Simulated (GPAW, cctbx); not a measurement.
# By hand: from a DFT structure factor to an extinction distance in Cd3Cu

Cd3Cu, Pm-3m (no. 221), a = 4.2482 Å, b = 4.2482 Å, c = 4.2482 Å, α = 90.00°, β = 90.00°, γ = 90.00°.

| atom | mult. | x | y | z |
| --- | --- | --- | --- | --- |
| Cd1 | 3 | 1/2 | 1/2 | 0 |
| Cu1 | 1 | 0 | 0 | 0 |

The start was made by putting kin elements into a known structure type; the compound need not exist, or be stable, in this form.

A DFT run (GPAW, PBE, 450 eV, 6×6×6 k-points, Fermi–Dirac width 0.1 eV) gives the static X-ray structure factor of 010 as 17.334 e for the conventional cell; superposed free atoms give 17.403 e. **Problem.** Find the Fourier component V of the crystal potential and the two-beam extinction distance at 120 kV in both cases, then the holographic phase shift per nanometre.

**1. Geometry**

The cell volume is Ω = 76.67 Å³ and d(010) = 4.2482 Å, so g = 1/d = 0.2354 Å⁻¹.

**2. The nuclei**

Electrons feel nuclei as well as electrons, so the nuclear charges are summed with the same phases.

Phase sums Σ exp(2πi h·x), turned so that the total is real and positive: Cd +1.000, Cu -1.000. Then F_Z = 48 × (+1.000) + 29 × (-1.000) = 19.00 e. The electron term has the same sign for this reflection.

**3. Mott–Bethe**

Poisson's equation, term by term, gives V = (e/4πε₀)(F_Z − F)/(πΩg²), with e/4πε₀ = 14.3996 V Å.

The prefactor is 14.3996 × 4.2482²/(π × 76.67) = 1.07893 V per electron. Free atoms: (19.00 − 17.403) × 1.07893 = 1.723 V. Crystal: (19.00 − 17.334) × 1.07893 = 1.798 V. F changes by -0.40 % and V by +4.3 %: the same 0.07 e is measured against F_Z − F = 1.6 e in place of F = 17.4 e.

**4. Extinction distance**

In the two-beam case ξ = 1/(λU) with U = 2γm₀eV/h², that is ξ = 150.41 V Å²/(γλV).

At 120 kV, λ = 0.03349 Å and γ = 1.2348. Free atoms: ξ = 2111 Å. Crystal: ξ = 2023 Å. The thickness fringes go as sin²(πt/ξ), so the two patterns slip by a quarter of a period when t|1/ξ₁ − 1/ξ₀| = 1/4, at t ≈ 1221 nm, thicker than usual samples. Thermal motion, absorption and many-beam coupling, left out here, change a real pattern.

**5. Phase shift**

A slab run (normal [001], unrelaxed) gives a mean inner potential of 20.06 V; free atoms give 20.20 V. The phase shift is φ = C_E V₀ t, with C_E = (2π/λE)(E + m₀c²)/(E + 2m₀c²).

C_E = 8.638 × 10⁻³ rad/(V nm). The shift is 0.1733 rad/nm in the crystal and 0.1745 rad/nm for free atoms. A sample 50 nm thick gives φ = 8.66 rad; read with the free-atom value it would seem 49.6 nm thick.

**6. Answer**

V(010) is 1.80 V against 1.72 V, and ξ is 2023 against 2111 Å. The phase shift is 0.173 rad/nm, and free atoms would misjudge a thickness by -1 %. Limits: static atoms, two beams.
